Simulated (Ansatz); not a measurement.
# CdAu (Pm-3m): from the cell to its phonons, part 2 of 2

Aim: the vibrations of CdAu (Pm-3m), their spectra, and whether the structure is stable.

Ansatz 0.2.0; DFT PBEsol, scalar-relativistic, plane waves, PAW; PAW set soft_1.

So far. Step 3 (Relaxing to small forces for the phonons): The forces vanish by symmetry and the pressure is 0.003 GPa, within the tolerances set. The cell now holds 18.26 Å³/atom. Step 4 (Linear response at the zone centre): Before it was imposed, the acoustic sum rule was missed by 1.6e-4 eV/Å². Small misses are needed for a sound result but don't prove that mesh and cutoff are converged. The lowest optical mode is real, 123 cm⁻¹. The relaxed cell has a = 3.317 Å (conventional setting).

### Step 5. Phonons on a q mesh

Stability and thermal properties need the whole zone. Linear response on a 4×4×4 q mesh gives force constants as far as a supercell of that size would.

Input file input.yaml:

```yaml
crystal:
  lattice:
    - [3.3174904026, 0.0, 0.0]
    - [0.0, 3.3174904026, 0.0]
    - [0.0, 0.0, 3.3174904026]
  atoms:
    - { symbol: Cd, position: [0.5, 0.5, 0.5] }
    - { symbol: Au, position: [0.0, 0.0, 0.0] }
kpoints:
  mp_grid: { grid: [12, 12, 12] }
hamiltonian:
  xc: pbesol
  pseudopotentials: { kind: paw, azcp: { folder: soft_1 }, xc_functional: pbe }
scf:
  occupations: { method: methfessel_paxton, width: 0.2 }
output:
  eigenvalues: true
phonons:
  method: dfpt
  qmesh: [4, 4, 4]
  temperatures: { t_max: 1000, t_step: 50 }
  qpath:
    path:
      - [[0.0, 0.0, 0.0], [0.0, 0.5, 0.0], [0.5, 0.5, 0.0], [0.0, 0.0, 0.0], [0.5, 0.5, 0.5], [0.0, 0.5, 0.0]]
      - [[0.5, 0.5, 0.5], [0.5, 0.5, 0.0]]
    npoints: 10
```

Command:

```sh
ansatz run input.yaml --threads 4 --pin off --max-ram 10240MiB --backend cpu --events-out ev --progress --plain --runs-dir out
```

Numbers of over 12 decimals in the logs are rounded to 6 here.

What it wrote:

```text
[...]
Crystal: 2 atoms, lattice volume = 36.511 Å³
Basis set: ecut = 420 eV, 739 PW (Γ), exchange–correlation on 48×48×48 points (8 copies of the dense FFT grid, shifted against one another)
Bands: 24, of which v1, the nominal top of the filled ones, is band 20 counted from 1 (19 counted from 0)
Symmetry: 48 space group operations
k-points: 84 of 1728
[...]
SCF iter   1: F=—  HF=-21197.117228 eV  |F-HF|=—  |Δ(HF+E_count)|=         —  Δρ=1.68e-1  dr2=1.57e1  ethr=3.10e-3  ⟨swp⟩=4.8  Hψ=7456  notcnv=0
[...]
SCF iter  11: F=-21193.340887 eV  HF=-21193.340887 eV  |F-HF|=7.28e-12  |Δ(HF+E_count)|=  7.28e-12  S|Δr|=    0.00e0  Δρ=7.82e-8  dr2=2.32e-12  ethr=1.00e-12  ⟨swp⟩=6.7  Hψ=8817  notcnv=0
SCF 1 converged in 11 iterations: F = -21193.340887 eV  dr2 = 2.32e-12
[...]
phonons: the bands overlap, so this run is a metal and interpolates without the dipole-dipole term. If the crystal is really an insulator or semiconductor, its LO-TO splitting is missing
NSCF: frozen V_eff on 84 k-points
WARN: eigensolver did not converge (k=39): 1 band(s) unlocked after 20 sweeps at ethr=1.11e-12 eV (storage-precision floor; scheduled 1.00e-12 eV) (lowest unlocked band 23, counted from 0; max residual 2.61e-6 eV among the unlocked bands, 2.61e-6 eV over every band; other slots of this pass that fall short are told together in one closing line; warning suppressed until the next SCF loop or pass starts)
WARN: eigensolver did not converge in 3 slots of this pass, the one above among them; of largest residual over every band (k=49): 1 band(s) unlocked (lowest unlocked band 23, counted from 0; max residual 7.21e-6 eV among the unlocked bands, 7.21e-6 eV over every band); of lowest unlocked band (k=39): band 23
[...]
DFPT response loops at q = (0, 0, 0) (fractional): preconditioner auto → Kerker (q_TF=auto, 2.758 Å⁻¹) (partly filled bands, converged f_vac=0.000); β = 1.00, the filter's whole step (`scf.mixing.beta` (0.50) is not read by the response loops under this deck's `scf.mixing.preconditioner`; to damp them name `kerker` or `kerker_dos`, under which they read `scf.mixing.beta`, and type it under 1.00, their step now; both keys bind the ground state too); Broyden in place of MSR1
[...]
SCF converged after 11 iterations
[...]
Free energy (F): -21193.340887 eV
[...]
Internal energy: -21193.340712 eV  (E = F + TS)
E sigma→0 (E₀):  -21193.340844 eV
Entropy (-TS):   -0.000175 eV (-0.088 meV/atom)
Fermi energy:    18.382197 eV
[...]
--- Band table (eV; the first three rows and the last of 84) ---
  k-point 0: bands = [... 16 lower, 14.6845, 14.6845, 14.6845, 23.0903, 23.0903, 23.0903, 26.6009, 30.2487]
  k-point 1: bands = [... 16 lower, 14.6038, 14.6038, 14.6687, 22.1794, 23.3174, 23.3174, 27.1954, 30.1978]
  k-point 2: bands = [... 16 lower, 14.3959, 14.3959, 14.6252, 20.4944, 23.9633, 23.9633, 27.8282, 30.0543]
  k-point 83: bands = [... 16 lower, 15.1245, 15.1245, 20.2467, 20.5788, 22.2637, 22.2637, 22.2637, 23.7010]
--- Phonons (Γ-DFPT): 2 representative perturbations + reference (Σ response iterations 6) ---
  ASR residual: 1.613e-4 → 0.000e0 eV/Å²; symmetrization residual: 1.371e-5 eV/Å²
  ASR residual per site (eV/Å²): 8.19e-6 1.61e-4
  Γ frequencies (cm⁻¹): 0.00 0.00 0.00 122.65 122.65 122.65
--- Phonons (arbitrary-q DFPT): 10 irreducible q on the 4×4×4 mesh ---
  q = [0.0000, 0.0000, 0.0000] (star 1, of the zone-centre solve; hermiticity 6.93e-6, symmetrization 2.69e-11): -0.00 0.00 0.00 122.65 122.65 122.65
  q = [0.0000, 0.0000, 0.2500] (star 6, 4 solved perturbations in 1848 linear systems a pass and spin channel, the states on 588 of 1728 k-point pairs; hermiticity 7.38e-6, symmetrization 5.18e-13): 42.14 42.14 63.58 113.32 113.32 130.50
[...]
q = [0.0000, 0.2500, -0.5000] (star 12, 6 solved perturbations on 588 of 1728 k-point pairs; hermiticity 7.08e-6, symmetrization 2.45e-8): 38.15 39.91 67.08 97.59 133.87 145.49
[...]
sum rule: each row above includes the acoustic sum rule's correction from the zone centre's row sums; it moved no ω² by more than (0.47 cm⁻¹)²
  mesh force constants: q→R imaginary residual 4.27e-18; ASR residual 1.613e-4 → 0.000e0 eV/Å²; symmetrization residual 4.441e-15 eV/Å²
  interpolated dispersion: 62 rows × 6 modes
  density of states and harmonic sums: on the 20×20×20 q-mesh, interpolated from the force constants of a 4×4×4 supercell (no non-analytic term)
  largest difference from the sums on the solved wave vectors: F 5.72e-2 eV, S 6.84e-5 and C_V 1.15e-5 eV/K
  zero-point energy: 0.031724 eV/cell   skipped modes (ω ≤ 0): 68, of them read as no rigid motion or as one in doubt: 65 (1.988e-1 modes/cell left out, lowest -25.41 cm⁻¹)   left out of the sums: 3.32e-2 of the cell's modes: C_V's classical limit lies that fraction below 3 k_B per atom; for a crystal, a wire or a layer, F and S can be off by more, and a phonons.interpolated_qmesh denser along its periods is the remedy for the sampling
```

Wall time 4.6 min (4 threads of Arm Neoverse V2, shared host); peak memory 2.1 GiB; 18 min of CPU time.

Numbers from this step:

| Quantity | Value |
| --- | --- |
| sum-rule residual before enforcement | 1.61e-4 eV/Å² |
| lowest frequency on the path | -25.41 cm⁻¹ |
| highest frequency on the path or at a solved wavevector | 150.8 cm⁻¹ |
| lowest mode on the q mesh (acoustic modes at Γ apart) | -25.41 cm⁻¹ |

Frequencies (cm⁻¹) solved at each irreducible wavevector; negative means imaginary. Frequencies by wavevector, by row:

```csv
q in reciprocal lattice units,star,mode 1,mode 2,mode 3,mode 4,mode 5,mode 6
0 0 0,1,0,0,0,122.7,122.7,122.7
0 0 0.25,6,42.1,42.1,63.6,113.3,113.3,130.5
0 0 -0.5,3,64.9,64.9,84.8,97.2,97.2,133.2
0 0.25 0.25,12,-16.3,56.5,74.1,106.7,119.9,138.4
0 0.25 -0.5,12,38.1,39.9,67.1,97.6,133.9,145.5
0 -0.5 -0.5,3,-25.4,-25.4,70.2,99,150.8,150.8
0.25 0.25 0.25,8,36.4,36.4,60.1,127.3,127.4,127.4
0.25 0.25 -0.5,12,34.3,39.4,67.2,109,133.5,142.4
0.25 -0.5 -0.5,6,34.2,34.2,67.5,107.8,139.2,139.2
-0.5 -0.5 -0.5,1,74.2,74.2,74.2,122.1,122.1,122.1
```

Interpolated from a 4×4×4 q mesh. The phonon branches at the labelled points (cm⁻¹):

```csv
point,branch 1,branch 2,branch 3,branch 4,branch 5,branch 6
Γ,0,0,0,123,123,123
halfway,42,42,64,113,113,130
X,65,65,85,97,97,133
halfway,38,40,67,98,134,146
M,-25,-25,70,99,151,151
halfway,-16,56,74,107,120,138
Γ,0,0,0,123,123,123
halfway,36,36,60,127,127,127
R,74,74,74,122,122,122
halfway,34,39,67,109,134,142
X,65,65,85,97,97,133
jump to R,74,74,74,122,122,122
halfway,34,34,67,108,139,139
M,-25,-25,70,99,151,151
```

The phonon branches as a text plot (rows in cm⁻¹):

```
    147 |           *******                                   ***
    140 |         ***     ****                     *****     *
    132 |   ******         ** **         ****    *****  ** **
    125 |***       *            ******************    *   *
    118 | **      *          ****  **  *        ***    *  **
    110 |   **                *      **            **       **
    103 |     *  *        ****                       ****     **
     96 |      ***********                              **      *
     88 |       *                                        *
     81 |      * *
     74 |    **        *     **      ***     *****      * **
     66 |   *  ******** *****  *            **  * ********  *****
     59 |         *        ***      *   *        *     **  *
     52 |    **   **      *              ****         *
     44 |  **      *          * *        ***      *  *      *
     37 |                      *        *          ***       *
     30 | **        *    *         * ***
     22 |                       **  *
     15 |**          *           *
      8 |*                     *** *
      0 |                         *
     -7 |                     *                               *
    -14 |             * *    *
    -22 |              ******                                  **
         Γ      X      M          Γ            R        X|R     M
```

The phonon density of states has structure finer than the step of the table below, so its rows give means over 10 cm⁻¹, whole bins alone (the curve runs from -25 to 151 cm⁻¹). Peaks (cm⁻¹: height): 67.0: 0.125, 111.0: 0.0678, 135.0: 0.0919.

Tetrahedra on a 20×20×20 mesh, mean over bins of 2 cm-1. Interpolated from a 4×4×4 q mesh. The phonon density of states by wavenumber; means over each step:

```csv
wavenumber (cm⁻¹),phonon density of states (1/cm⁻¹/cell)
-20,0.00819
-10,0.00655
0,0.00667
10,0.0108
20,0.0245
30,0.0343
40,0.0417
50,0.0418
60,0.0553
70,0.0628
80,0.00715
90,1.0e-6
100,0.0399
110,0.0558
120,0.0446
130,0.0573
140,0.0825
```

Phonopy on the run's constants, 17x17x17 mesh, Gaussian sigma 2.0 cm-1. Interpolated from a 4×4×4 q mesh. Table of partial phonon density of states by wavenumber; read off at these points; values in 1/cm⁻¹/cell:

```csv
wavenumber (cm⁻¹),Au,Cd
-35.0,0,0
-30.0,7.3e-5,3.5e-5
-25.0,0.00343,0.00153
-20.0,0.00769,0.00344
-15.0,0.00597,0.00264
-10.0,0.00745,0.00330
-5.0,0.00220,9.5e-4
0.0,8.5e-4,3.8e-4
5.0,8.1e-4,4.0e-4
10.0,0.00888,0.00406
15.0,0.0127,0.00572
20.0,0.0155,0.00684
25.0,0.0224,0.00963
30.0,0.0265,0.0106
35.0,0.0276,0.0107
40.0,0.0284,0.0101
44.1,0.0350,0.0115
45.0,0.0349,0.0113
50.0,0.0278,0.00825
55.0,0.0398,0.00954
60.0,0.0409,0.00666
65.0,0.0843,0.00617
66.8,0.0896,0.00475
70.0,0.0509,0.00253
75.0,0.0272,0.00140
80.0,0.00455,3.3e-4
85.0,3.4e-4,5.8e-6
90.0,6.2e-6,7.7e-6
95.0,9.0e-5,0.00598
100.0,0.00183,0.0483
105.0,0.00485,0.0450
110.0,0.00733,0.0481
112.2,0.00894,0.0529
115.0,0.00943,0.0471
120.0,0.00940,0.0354
125.0,0.00832,0.0262
130.0,0.0142,0.0415
135.0,0.0205,0.0648
137.5,0.0210,0.0666
140.0,0.0201,0.0631
145.0,0.0152,0.0430
150.0,0.00538,0.0133
155.0,1.0e-4,2.4e-4
160.0,0,0
```

Second derivatives of the energy by pair, one row for each kind of neighbour of each atom listed. Each entry sums the pair over the periodic images of the supercell that the q mesh stands for, and in a polar crystal it holds the long-range dipole part too. Force constants by pair, by row:

```csv
atom,neighbour,distance (Å),third of the trace (eV/Å²),along the pair's line (eV/Å²)
Cd1,itself,0,5.298,–
Cd1,Au,2.873,-0.4909,-1.99
Cd1,Cd,3.317,-0.141,-0.6609
Cd1,Cd,4.692,-0.0239,-0.1001
Cd1,Au,5.501,0.0038,0.0125
Cd1,Cd,5.746,-0.007,-0.0189
Cd1,Cd,6.635,-0.0032,0.0031
Cd1,Au,7.23,-0.007,-0.0116
Cd1,Cd,7.418,-0.0079,-0.0135
Au2,itself,0,4.015,–
Au2,Cd,2.873,-0.4909,-1.99
Au2,Au,3.317,-0.0023,-0.2986
Au2,Au,4.692,-0.0122,-0.0742
Au2,Cd,5.501,0.0038,0.0125
Au2,Au,5.746,0.0268,0.0877
Au2,Au,6.635,-0.0017,0.0182
Au2,Cd,7.23,-0.007,-0.0116
Au2,Au,7.418,-0.0132,-0.0199
```

Symmetry leaves 10 wavevectors to solve. The lowest mode among them, the acoustic zeros apart, lies at q = (0, -0.5, -0.5) and is imaginary, 25.4i cm⁻¹, so the energy falls along it.

### Step 6. Isotope substitution

An isotope changes the mass and not the force constants, so no new electronic calculation is needed; the shifts show which modes move this element.

The same force constants with the mass of Cd changed from 112.414 to 115.905 u (phonopy, no LO-TO term). Both lists are sorted by frequency; levels can cross, so a row need not hold one and the same mode. Modes under 3 cm⁻¹ are left out. Isotope shifts, by row:

```csv
q,rank,natural mass (cm⁻¹),changed mass (cm⁻¹)
0 0 0,4,122.7,121.5
0 0 0,5,122.7,121.5
0 0 0,6,122.7,121.5
0 0 0.25,1,42.14,41.96
0 0 0.25,2,42.14,41.96
0 0 0.25,3,63.58,63.39
0 0 0.25,4,113.3,112.1
0 0 0.25,5,113.3,112.1
0 0 0.25,6,130.5,128.9
0 0 -0.5,1,64.88,64.88
0 0 -0.5,2,64.88,64.88
0 0 -0.5,3,84.78,84.78
0 0 -0.5,4,97.22,95.75
0 0 -0.5,5,97.22,95.75
0 0 -0.5,6,133.2,131.2
0 0.25 0.25,1,-16.26,-16.18
0 0.25 0.25,2,56.47,56.29
0 0.25 0.25,3,74.13,74.08
0 0.25 0.25,4,106.7,105.4
0 0.25 0.25,5,119.9,118.2
0 0.25 0.25,6,138.4,137
```

A mode of this element alone would shift by -1.52 %. The highest zone-centre frequency without the field goes from 122.7 to 121.5 cm⁻¹ (-1.0 %). The product of the frequency ratios over all optical modes at Γ is 0.971; the product rule, (m/m′)^(3k/2) (M′/M)^(3/2) with k = 1 such atoms and M the mass of the cell, gives 0.971.

### Step 7. Summary of results

| Item | Value |
| --- | --- |
| space group after relaxation (within 0.01 Å) | Pm-3m |
| volume per atom | 18.3 Å³ |
| electronic character | no gap on this mesh |
| highest optical mode at the zone centre (no LO-TO term) | 123 cm⁻¹ |
| lowest optical zone-centre mode | 123 cm⁻¹ |
| lowest mode on the q mesh (acoustic modes at Γ apart) | -25.4 cm⁻¹ |
| highest frequency on the path or at a solved wavevector | 151 cm⁻¹ |
| imaginary modes on the 4×4×4 q mesh | yes |

In words: Modes are clearly imaginary (beyond 10i cm⁻¹) at 2 of the 10 irreducible wavevectors, most at q = (0, -0.5, -0.5) (25.4i cm⁻¹), so this structure is not a minimum of the energy. The optical modes at Γ form one degenerate level at 123 cm⁻¹. With no gap, or one that is small against the smearing, the frequencies hang on the k mesh and the smearing, most of all near Kohn anomalies. The phonon runs are without spin polarisation, although the cell has an odd electron count. Spin-orbit coupling is left out, which can matter for the heavy elements here. The PAW files were made for PBE and serve the other functionals too. A phonon run warned that its eigensolver left some bands unconverged in a pass. These are harmonic frequencies at zero temperature: anharmonic shifts, linewidths and thermal expansion are left out.

[Logs are printed without paths, hosts, clocks, repeated set-up lines and the standing remarks that a program may print on its own settings, such as how far it seeks lower states.]

[Hosts, paths, dates, database ids (printed as entryN), source tags and the programs' standing remarks are cut or masked in the printed files.]
